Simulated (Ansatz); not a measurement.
# Cl on Pd(111): change of the work function

How does Cl on the fcc site change the work function of Pd(111) as the layer fills?

Main program and level: Ansatz 0.2.0; plane-wave DFT, PBE, Ansatz PAW.

## 1. Starting point

The cell holds 4 atoms: 4 Pd. Its edges and angles: a = 2.751 Å, b = 2.751 Å, c = 24.738 Å, α = 90.0°, β = 90.0°, γ = 60.0°. Vacuum lies along c.

## 2. The clean slab

The bare slab comes first, as the zero from which every change is counted. The two lowest layers are held at bulk places and the upper ones relax. The dipole correction removes the false field that a one-sided slab makes across the periodic vacuum, so each face gets a flat vacuum level of its own.

Contents of input.yaml:

```yaml
crystal:
  lattice:
    - [2.7506453788, 0.0, 0.0]
    - [1.3753226894, 2.3821287749, 0.0]
    - [0.0, 0.0, 24.7376776414]
  atoms:
    - { symbol: Pd, position: [0.0, 0.0, 0.3638174986] }
    - { symbol: Pd, position: [0.3333333333, 0.3333333333, 0.4546058329] }
    - { symbol: Pd, position: [0.6666666667, 0.6666666667, 0.5453941671] }
    - { symbol: Pd, position: [0.0, 0.0, 0.6361825014] }
kpoints:
  mp_grid: { grid: [12, 12, 1] }
hamiltonian:
  xc: pbe
scf:
  occupations: { method: fermi_dirac, width: 0.1 }
  convergence: { dr2_threshold: 1.0e-08 }
efield:
  axis: 3
  dipole_correction: true
  ramp_position: 0.97
  ramp_width: 0.06
relax:
  f_tol: 0.02
  max_steps: 60
  constraints: [{ sites: [0, 1] }]
output:
  write_potential: true
  write_density: true
  volumetric_format: npy
```

Launch:

```bash
> ansatz run input.yaml --threads 4 --pin off --max-ram 16384MiB --backend cpu --events-out ev --progress --plain --runs-dir out
```

Numbers of over 12 decimals in the logs are rounded to 6 here.

The log of the run:

```text
Engine: ansatz 0.2.0, aarch64-unknown-linux-gnu
Pseudopotentials: kind: paw
Pseudopotential: Pd, paw, valence charge 18, recommended cutoff 420 eV (normal), Pd.paw.azcp
Functional definition: PBE
  parameter kappa = 0.804
  parameter beta = 0.066725
  exchange = pbe_x(kappa = kappa, mu = beta*pi^2/3)
  correlation = pbe_c(beta = beta)
Crystal: 4 atoms, lattice volume = 162.091 Å³
Basis set: ecut = 420 eV, 3173 PW (Γ), exchange–correlation on 40×40×360 points (8 copies of the dense FFT grid, shifted against one another)
Bands: 44, of which v1, the nominal top of the filled ones, is band 36 counted from 1 (35 counted from 0)
Symmetry: 6 space group operations
k-points: 19 of 144 (time reversal used)
Non-local potential: Pd, projectors of the file, l = 0: 2, l = 1: 2, l = 2: 2, l = 3: 1
PAW form: soft (Blöchl's): semilocal exchange-correlation on the pseudo side does not see the compensation charge
PAW one-centre angular grid: Pd, 590 points (default); XC on 64 Gauss nodes
Initial density: superposition of atomic densities (neutral atoms: chi_scale 0, normalization atom), corrected by the library's trained network
Initial wavefunctions: pseudopotential atomic-orbital guess
Functional: x = pbe(κ = 0.804, μ = 0.219515), c = pbe(β = 0.066725)
SCF iter   1: F=—  HF=-27890.455168 eV  |F-HF|=—  |Δ(HF+E_count)|=         —  Δρ=1.07e-2  dr2=1.28e0  ethr=1.77e-3  p=0.000 e·Å  D=6.33e-14 V/Å  ΔV_dip=-0.00 eV  dr2_dipole=3.98e-8  V_vac-E_F(+/−)=4.91/4.91 eV  ⟨swp⟩=8.8  Hψ=3801  notcnv=0  defer=5
efield: sawtooth ramp at fractional position 0.9700 (set: `efield.ramp_position`, or a place that a band, a saddle search or an elastic batch's reference lends), width 0.0600; the density the first Hamiltonian is built on has a dipole p = 0.000 e·Å; the dipole correction subtracts the counter field D = 6.33e-14 V/Å, which shifts the + side's vacuum level by -0.00 eV against the − side's; the planar-averaged density in the ramp window peaks in size at 1.0e-5 e/Å³
preconditioner: auto → LDOS  [metal: Δε(μ)=0.013 eV  Ē_g=7.392 eV  σ=0.100 eV  W_gap=0.03  n_scr=18 (ndim 8)  ℏωp=18.4 eV  f_vac=0.591  D(μ)=8.60/eV (n_scr^D=102)  β→1.0]
SCF iter   2: F=—  HF=-27890.433596 eV  |F-HF|=—  |Δ(HF+E_count)|=   2.16e-2  Δρ=7.31e-3  dr2=1.75e-1  ethr=1.77e-3  p=0.000 e·Å  D=1.46e-6 V/Å  ΔV_dip=-0.00 eV  dr2_dipole=8.34e-8  V_vac-E_F(+/−)=5.24/5.24 eV  ⟨swp⟩=2.3  Hψ=1056  notcnv=0  defer=19
SCF iter   3: F=—  HF=-27890.425873 eV  |F-HF|=—  |Δ(HF+E_count)|=   7.72e-3  Δρ=2.98e-3  dr2=1.13e-1  ethr=2.44e-4  p=-0.000 e·Å  D=-3.12e-6 V/Å  ΔV_dip=0.00 eV  dr2_dipole=6.87e-8  V_vac-E_F(+/−)=5.17/5.17 eV  ⟨swp⟩=2.2  Hψ=1106  notcnv=0  defer=23
SCF iter   4: F=—  HF=-27890.422750 eV  |F-HF|=—  |Δ(HF+E_count)|=   3.12e-3  Δρ=6.69e-4  dr2=1.33e-3  ethr=1.57e-4  p=-0.000 e·Å  D=-9.11e-6 V/Å  ΔV_dip=0.00 eV  dr2_dipole=1.17e-8  V_vac-E_F(+/−)=5.25/5.25 eV  ⟨swp⟩=1.6  Hψ=832  notcnv=0  defer=23
SCF iter   5: F=—  HF=-27890.423193 eV  |F-HF|=—  |Δ(HF+E_count)|=   4.43e-4  Δρ=1.74e-4  dr2=5.12e-5  ethr=1.85e-6  p=-0.000 e·Å  D=-1.21e-6 V/Å  ΔV_dip=0.00 eV  dr2_dipole=2.43e-10  V_vac-E_F(+/−)=5.25/5.25 eV  ⟨swp⟩=2.1  Hψ=1258  notcnv=0  defer=23
SCF iter   6: F=—  HF=-27890.423233 eV  |F-HF|=—  |Δ(HF+E_count)|=   3.95e-5  Δρ=4.92e-5  dr2=8.06e-6  ethr=7.11e-8  p=-0.000 e·Å  D=-9.74e-7 V/Å  ΔV_dip=0.00 eV  dr2_dipole=6.60e-11  V_vac-E_F(+/−)=5.24/5.24 eV  ⟨swp⟩=2.5  Hψ=1397  notcnv=0  defer=23
SCF iter   7: F=—  HF=-27890.423234 eV  |F-HF|=—  |Δ(HF+E_count)|=   1.15e-6  Δρ=1.81e-5  dr2=4.03e-7  ethr=1.12e-8  p=-0.000 e·Å  D=-6.48e-7 V/Å  ΔV_dip=0.00 eV  dr2_dipole=1.00e-11  V_vac-E_F(+/−)=5.24/5.24 eV  ⟨swp⟩=3.2  Hψ=1510  notcnv=0  defer=20
SCF iter   8: F=—  HF=-27890.423235 eV  |F-HF|=—  |Δ(HF+E_count)|=   1.67e-6  Δρ=6.07e-6  dr2=5.44e-8  ethr=5.59e-10  p=-0.000 e·Å  D=-2.98e-7 V/Å  ΔV_dip=0.00 eV  dr2_dipole=2.98e-13  V_vac-E_F(+/−)=5.24/5.24 eV  ⟨swp⟩=2.6  Hψ=1458  notcnv=0  defer=20
SCF iter   9: F=-27890.423236 eV  HF=-27890.423236 eV  |F-HF|=1.10e-8  |Δ(HF+E_count)|=   2.61e-7  Δρ=1.39e-6  dr2=5.24e-9  ethr=1.39e-11  p=-0.000 e·Å  D=-1.17e-7 V/Å  ΔV_dip=0.00 eV  dr2_dipole=1.01e-13  V_vac-E_F(+/−)=5.24/5.24 eV  ⟨swp⟩=9.9  Hψ=5869  notcnv=0
SCF 1 converged in 9 iterations: F = -27890.423236 eV  dr2 = 5.24e-9
  greatest PAW one-centre occupation: 0.999 electrons in one spin orbital (limit 2), on the Pd atom at site 3 (counted from 0), in its partial waves of l = 0
relax step   1: F+E_penalty+E_count = -27890.42323570 eV  Δ(F+E_penalty+E_count) = +0.000e0 eV  max|allowed force component| = 3.166e-1 eV/Å  Δτ_max = 0.0000 Å  (9 SCF iters, accepted)
Initial density: handed on by an earlier stage of this run
Initial wavefunctions: those handed on with the density
iter 1 solved again at ethr=2.12e-4 eV; its pass at ethr=3.10e-3 eV (dr2=1.53e-1 eV) is discarded
SCF iter   1: F=—  HF=-27890.473008 eV  |F-HF|=—  |Δ(HF+E_count)|=         —  Δρ=1.03e-2  dr2=1.69e-1  ethr=2.12e-4  p=-0.000 e·Å  D=-1.13e-6 V/Å  ΔV_dip=0.00 eV  dr2_dipole=2.24e-3  V_vac-E_F(+/−)=5.27/5.27 eV  ⟨swp⟩=1.9  Hψ=3276  notcnv=0  defer=23
efield: sawtooth ramp at fractional position 0.9700 (set: `efield.ramp_position`, or a place that a band, a saddle search or an elastic batch's reference lends), width 0.0600; the density the first Hamiltonian is built on has a dipole p = -0.000 e·Å; the dipole correction subtracts the counter field D = -1.13e-6 V/Å, which shifts the + side's vacuum level by +0.00 eV against the − side's; the planar-averaged density in the ramp window peaks in size at 5.9e-6 e/Å³
preconditioner: auto → LDOS  [metal: Δε(μ)=0.027 eV  Ē_g=7.480 eV  σ=0.100 eV  W_gap=0.07  n_scr=18 (ndim 8)  ℏωp=18.4 eV  f_vac=0.586  D(μ)=8.63/eV (n_scr^D=102)  β→1.0]
SCF iter   2: F=—  HF=-27890.485252 eV  |F-HF|=—  |Δ(HF+E_count)|=   1.22e-2  Δρ=8.04e-3  dr2=2.31e-1  ethr=2.12e-4  p=0.009 e·Å  D=1.02e-2 V/Å  ΔV_dip=-0.25 eV  dr2_dipole=2.06e-2  V_vac-E_F(+/−)=5.00/5.25 eV  ⟨swp⟩=3.1  Hψ=1628  notcnv=0  defer=23
SCF iter   3: F=—  HF=-27890.436922 eV  |F-HF|=—  |Δ(HF+E_count)|=   4.83e-2  Δρ=1.43e-3  dr2=7.38e-3  ethr=2.12e-4  p=-0.000 e·Å  D=-2.15e-5 V/Å  ΔV_dip=0.00 eV  dr2_dipole=1.42e-3  V_vac-E_F(+/−)=5.26/5.25 eV  ⟨swp⟩=2.2  Hψ=1432  notcnv=0  defer=23
SCF iter   4: F=—  HF=-27890.436362 eV  |F-HF|=—  |Δ(HF+E_count)|=   5.60e-4  Δρ=7.26e-4  dr2=1.35e-3  ethr=1.03e-5  p=-0.000 e·Å  D=-2.56e-4 V/Å  ΔV_dip=0.01 eV  dr2_dipole=1.69e-4  V_vac-E_F(+/−)=5.26/5.25 eV  ⟨swp⟩=2.6  Hψ=1517  notcnv=0  defer=23
[...]
SCF iter   9: F=—  HF=-27890.436094 eV  |F-HF|=—  |Δ(HF+E_count)|=   1.66e-6  Δρ=6.83e-6  dr2=2.04e-7  ethr=3.69e-9  p=-0.001 e·Å  D=-1.18e-3 V/Å  ΔV_dip=0.03 eV  dr2_dipole=1.91e-9  V_vac-E_F(+/−)=5.28/5.25 eV  ⟨swp⟩=1.6  Hψ=936  notcnv=0  defer=23
SCF iter  10: F=—  HF=-27890.436094 eV  |F-HF|=—  |Δ(HF+E_count)|=   1.41e-7  Δρ=2.36e-6  dr2=2.45e-8  ethr=2.83e-10  p=-0.001 e·Å  D=-1.18e-3 V/Å  ΔV_dip=0.03 eV  dr2_dipole=5.00e-10  V_vac-E_F(+/−)=5.28/5.25 eV  ⟨swp⟩=1.9  Hψ=1008  notcnv=0  defer=23
SCF iter  11: F=-27890.436094 eV  HF=-27890.436094 eV  |F-HF|=3.60e-9  |Δ(HF+E_count)|=   2.10e-8  Δρ=9.21e-7  dr2=4.42e-9  ethr=1.39e-11  p=-0.001 e·Å  D=-1.17e-3 V/Å  ΔV_dip=0.03 eV  dr2_dipole=6.45e-12  V_vac-E_F(+/−)=5.28/5.25 eV  ⟨swp⟩=9.1  Hψ=5455  notcnv=0
SCF 2 converged in 11 iterations: F = -27890.436094 eV  dr2 = 4.42e-9
  greatest PAW one-centre occupation: 0.999 electrons in one spin orbital (limit 2), on the Pd atom at site 0 (counted from 0), in its partial waves of l = 0
relax step   2: F+E_penalty+E_count = -27890.43609399 eV  Δ(F+E_penalty+E_count) = -1.286e-2 eV  max|allowed force component| = 1.195e-1 eV/Å  Δτ_max = 0.1491 Å  (11 SCF iters, accepted)
SCF iter   1: F=—  HF=-27890.441862 eV  |F-HF|=—  |Δ(HF+E_count)|=         —  Δρ=3.46e-3  dr2=5.32e-2  ethr=1.86e-4  p=-0.001 e·Å  D=-1.17e-3 V/Å  ΔV_dip=0.03 eV  dr2_dipole=1.25e-2  V_vac-E_F(+/−)=5.27/5.24 eV  ⟨swp⟩=3.7  Hψ=1882  notcnv=0  defer=23
efield: sawtooth ramp at fractional position 0.9700 (set: `efield.ramp_position`, or a place that a band, a saddle search or an elastic batch's reference lends), width 0.0600; the density the first Hamiltonian is built on has a dipole p = -0.001 e·Å; the dipole correction subtracts the counter field D = -1.17e-3 V/Å, which shifts the + side's vacuum level by +0.03 eV against the − side's; the planar-averaged density in the ramp window peaks in size at 4.1e-6 e/Å³
preconditioner: auto → LDOS  [metal: Δε(μ)=0.005 eV  Ē_g=7.445 eV  σ=0.100 eV  W_gap=0.01  n_scr=18 (ndim 8)  ℏωp=18.4 eV  f_vac=0.586  D(μ)=8.75/eV (n_scr^D=102)  β→1.0]
SCF iter   2: F=—  HF=-27890.442574 eV  |F-HF|=—  |Δ(HF+E_count)|=   7.12e-4  Δρ=2.46e-3  dr2=2.49e-2  ethr=7.39e-5  p=-0.004 e·Å  D=-4.16e-3 V/Å  ΔV_dip=0.10 eV  dr2_dipole=3.71e-3  V_vac-E_F(+/−)=5.35/5.25 eV  ⟨swp⟩=2.0  Hψ=1476  notcnv=0  defer=23
SCF iter   3: F=—  HF=-27890.438246 eV  |F-HF|=—  |Δ(HF+E_count)|=   4.33e-3  Δρ=5.40e-4  dr2=2.62e-3  ethr=3.45e-5  p=-0.001 e·Å  D=-7.90e-4 V/Å  ΔV_dip=0.02 eV  dr2_dipole=6.99e-4  V_vac-E_F(+/−)=5.27/5.25 eV  ⟨swp⟩=2.0  Hψ=1237  notcnv=0  defer=23
SCF iter   4: F=—  HF=-27890.438154 eV  |F-HF|=—  |Δ(HF+E_count)|=   9.19e-5  Δρ=2.67e-4  dr2=2.39e-4  ethr=3.64e-6  p=-0.001 e·Å  D=-8.37e-4 V/Å  ΔV_dip=0.02 eV  dr2_dipole=2.30e-5  V_vac-E_F(+/−)=5.27/5.25 eV  ⟨swp⟩=2.1  Hψ=1201  notcnv=0  defer=23
SCF iter   5: F=—  HF=-27890.438115 eV  |F-HF|=—  |Δ(HF+E_count)|=   3.93e-5  Δρ=6.91e-5  dr2=2.80e-5  ethr=3.32e-7  p=-0.001 e·Å  D=-7.61e-4 V/Å  ΔV_dip=0.02 eV  dr2_dipole=4.25e-6  V_vac-E_F(+/−)=5.27/5.25 eV  ⟨swp⟩=2.0  Hψ=1164  notcnv=0  defer=23
SCF iter   6: F=—  HF=-27890.438114 eV  |F-HF|=—  |Δ(HF+E_count)|=   9.50e-7  Δρ=3.89e-5  dr2=5.54e-6  ethr=3.89e-8  p=-0.001 e·Å  D=-7.43e-4 V/Å  ΔV_dip=0.02 eV  dr2_dipole=8.65e-8  V_vac-E_F(+/−)=5.27/5.25 eV  ⟨swp⟩=2.1  Hψ=1071  notcnv=0  defer=23
SCF iter   7: F=—  HF=-27890.438111 eV  |F-HF|=—  |Δ(HF+E_count)|=   3.36e-6  Δρ=2.05e-5  dr2=2.14e-6  ethr=7.70e-9  p=-0.001 e·Å  D=-7.64e-4 V/Å  ΔV_dip=0.02 eV  dr2_dipole=1.72e-12  V_vac-E_F(+/−)=5.27/5.25 eV  ⟨swp⟩=1.5  Hψ=905  notcnv=0  defer=23
SCF iter   8: F=—  HF=-27890.438111 eV  |F-HF|=—  |Δ(HF+E_count)|=   1.22e-7  Δρ=8.82e-6  dr2=3.83e-7  ethr=2.97e-9  p=-0.001 e·Å  D=-7.82e-4 V/Å  ΔV_dip=0.02 eV  dr2_dipole=8.94e-11  V_vac-E_F(+/−)=5.27/5.25 eV  ⟨swp⟩=1.6  Hψ=876  notcnv=0  defer=23
SCF iter   9: F=—  HF=-27890.438111 eV  |F-HF|=—  |Δ(HF+E_count)|=   1.20e-7  Δρ=2.88e-6  dr2=3.25e-8  ethr=5.32e-10  p=-0.001 e·Å  D=-7.82e-4 V/Å  ΔV_dip=0.02 eV  dr2_dipole=1.32e-10  V_vac-E_F(+/−)=5.27/5.25 eV  ⟨swp⟩=1.4  Hψ=891  notcnv=0  defer=23
SCF iter  10: F=-27890.438111 eV  HF=-27890.438111 eV  |F-HF|=9.09e-9  |Δ(HF+E_count)|=   6.31e-8  Δρ=1.12e-6  dr2=4.80e-9  ethr=1.39e-11  p=-0.001 e·Å  D=-7.77e-4 V/Å  ΔV_dip=0.02 eV  dr2_dipole=2.32e-11  V_vac-E_F(+/−)=5.27/5.25 eV  ⟨swp⟩=9.2  Hψ=5451  notcnv=0
SCF 3 converged in 10 iterations: F = -27890.438111 eV  dr2 = 4.80e-9
relax step   3: F+E_penalty+E_count = -27890.43811104 eV  Δ(F+E_penalty+E_count) = -2.017e-3 eV  max|allowed force component| = 1.002e-2 eV/Å  Δτ_max = 0.0431 Å  (10 SCF iters, accepted)
NSCF: frozen V_eff on 19 k-points
the band table was solved once a step of the walk had ended and its energy, with any forces and stress, was formed, with the checks that follow a solve (4651 applications of the Hamiltonian). They found nothing against the state; the energy, forces and stress were not computed again (output.eigenvalues in the input reference)
WARN: The input density's exchange-correlation potential varies sharply where the density is thin. Do not read a vacuum level from v_tot or v_xc, or from such a field of the output density. On a cell that repeats whose density bears no net charge and no dipole along the vacuum's axis use v_es (v_loc + v_h of the components); under efield.dipole_correction with no amplitude use v_es + v_field, which holds any external [...]
SCF converged after 10 iterations
Free energy (F): -27890.438111 eV
Harris-Foulkes:  -27890.438111 eV  (|F-HF|=9.09e-9)
Internal energy: -27890.160758 eV  (E = F + TS)
E sigma→0 (E₀):  -27890.299434 eV
Entropy (-TS):   -0.277353 eV (-69.338 meV/atom)
Fermi energy:    3.865219 eV
Dipole field:    D = -0.000784 V/Å  (p = -0.000703 e·Å, saw-weighted, corrected)
Work function:   Φ+ = 5.2682 eV   Φ− = 5.2488 eV
Levels:          The Fermi level and band energies are counted from a zero that moves with the ramp; work functions are not
--- Per-component energies (eV) ---
  E_band       = -1676.700701
  E_kinetic    = 2053.458324
  E_local      = -127765.328557  (includes V_loc(G=0)·N_el)
  E_nonlocal   = 869.748791
  E_hartree    = 62664.014762
  E_xc         = -672.789627
  E_vxc        = -843.766960  (∫ρ·V_xc dr)
  E_paw        = -15001.631602  (= ΣΔE_a)
  E_vpaw       = -1318.850886  (= ΣTr[D̂ρ^β])
  E_aug_tail   = 0.000881  (compensation charges beyond the density's cutoff)
  E_efield     = 0.000000  (sawtooth field / dipole correction)
  E_vefield    = 0.002175  (∫n·V_field dr)
  E_ewald      = 49962.366270
  E_smearing   = -0.277353  (= −TS)
  E_closure    = -0.000000  (closes the sum)
  Σ components = -27890.438111   (vs F -27890.438111, Δ=0.00e0)
--- Forces (eV/Å), atoms counted from 1 ---
  atom   1  Pd     0.00000000    -0.00000000    -0.31322260
  atom   2  Pd    -0.00000000    -0.00000000     0.30972277
  atom   3  Pd     0.00000000     0.00000000    -0.00649868
  atom   4  Pd     0.00000000     0.00000000     0.01001665
  max |Σ_I F_I| component: 1.81e-5 eV/Å
--- Band table (eV; the first three rows and the last of 19) ---
  k-point 0: bands = [... 32 lower, 2.6989, 2.9476, 2.9476, 3.4679, 3.4679, 3.7710, 3.7710, 4.2819, ... 4 higher]
  k-point 1: bands = [... 32 lower, 2.6192, 2.9508, 2.9602, 3.1225, 3.4642, 3.5262, 3.7785, 4.8762, ... 4 higher]
  k-point 2: bands = [... 32 lower, 2.5130, 2.5291, 2.9094, 2.9320, 3.4494, 3.7948, 4.0102, 5.8227, ... 4 higher]
  k-point 18: bands = [... 32 lower, 3.3435, 3.5770, 3.6104, 3.6222, 10.1875, 10.3728, 10.3815, 11.0947, ... 4 higher]
--- Relaxed structure (3 steps of the walk, 3 accepted, 0 SCFs on fresh bases) ---
  F+E_penalty+E_count = -27890.43811104 eV   max|allowed force component| = 1.002e-2 eV/Å
  atoms:
    - { symbol: Pd, position: [0.0, 0.0, 0.3638174986] }
    - { symbol: Pd, position: [0.333333, 0.333333, 0.454606] }
    - { symbol: Pd, position: [0.666667, 0.666667, 0.547339] }
    - { symbol: Pd, position: [0, 0, 0.640465] }
```

Elapsed: 11 s, on 4 threads of Arm Neoverse V1, shared host; peak memory 0.49 GiB; 42 s of CPU time.

Relaxation path:

| step | energy less that of the first step (eV) | largest force component (eV/Å) |
| --- | --- | --- |
| 1 | 0.0000 | 0.3166 |
| 2 | -0.0129 | 0.1195 |
| 3 | -0.0149 | 0.0100 |

Forces are held to the 6 operations that the run works with; a distortion that breaks them can't arise in this run.

The atoms that moved most (Å):

| atom | dx | dy | dz | length |
| --- | --- | --- | --- | --- |
| Pd4 | 0.000 | 0.000 | 0.106 | 0.106 |
| Pd3 | 0.000 | 0.000 | 0.048 | 0.048 |

The relaxed structure:

```cif
data_structure
_symmetry_space_group_name_H-M 'P 1'
_symmetry_Int_Tables_number 1
_cell_length_a 2.7506
_cell_length_b 2.7506
_cell_length_c 24.7377
_cell_angle_alpha 90.000
_cell_angle_beta 90.000
_cell_angle_gamma 60.000
_cell_volume 162.09
loop_
_atom_site_label
_atom_site_type_symbol
_atom_site_fract_x
_atom_site_fract_y
_atom_site_fract_z
_atom_site_occupancy
Pd1 Pd 0.00000 0.00000 0.36382 1
Pd2 Pd 0.33333 0.33333 0.45461 1
Pd3 Pd 0.66667 0.66667 0.54734 1
Pd4 Pd 0.00000 0.00000 0.64047 1
```

This step gave:

```yaml
energy_at_zero_smearing: -27890.2994 eV
work_function_upper_face: 5.268 eV
dipole_along_the_normal: -7.03e-4 e·Å
```

Running mean over 2.246 Å of the planar mean; the ramp of the sawtooth is left out. Table of electron's electrostatic potential energy less the Fermi level by z:

| z (Å) | electron's electrostatic potential energy less the Fermi level (eV) |
| --- | --- |
| 4 | 5.25 |
| 5 | 5.25 |
| 6 | 5.19 |
| 7 | 4.40 |
| 8 | -3.11 |
| 9 | -8.25 |
| 10 | -8.48 |
| 11 | -8.56 |
| 12 | -8.24 |
| 13 | -8.35 |
| 14 | -8.28 |
| 15 | -7.94 |
| 16 | -8.01 |
| 17 | -1.45 |
| 18 | 4.73 |
| 19 | 5.23 |
| 20 | 5.27 |
| 21 | 5.27 |

The relaxation took 3 steps and lowered the energy by 0.015 eV; the largest force on the free atoms ends at 0.010 eV/Å.

The work function of the upper face is 5.27 eV.

(Continued in part 2 of 4.)

[Logs are printed without paths, hosts, clocks, repeated set-up lines and the standing remarks that a program may print on its own settings, such as how far it seeks lower states.]

[Hosts, paths, dates, database ids (printed as entryN), source tags and the programs' standing remarks are cut or masked in the printed files.]

[Maps of the electrostatic potential energy from Ansatz leave out the sawtooth potential of an applied field or a dipole correction, so their vacuum need not be flat; planar profiles and work functions include it.]
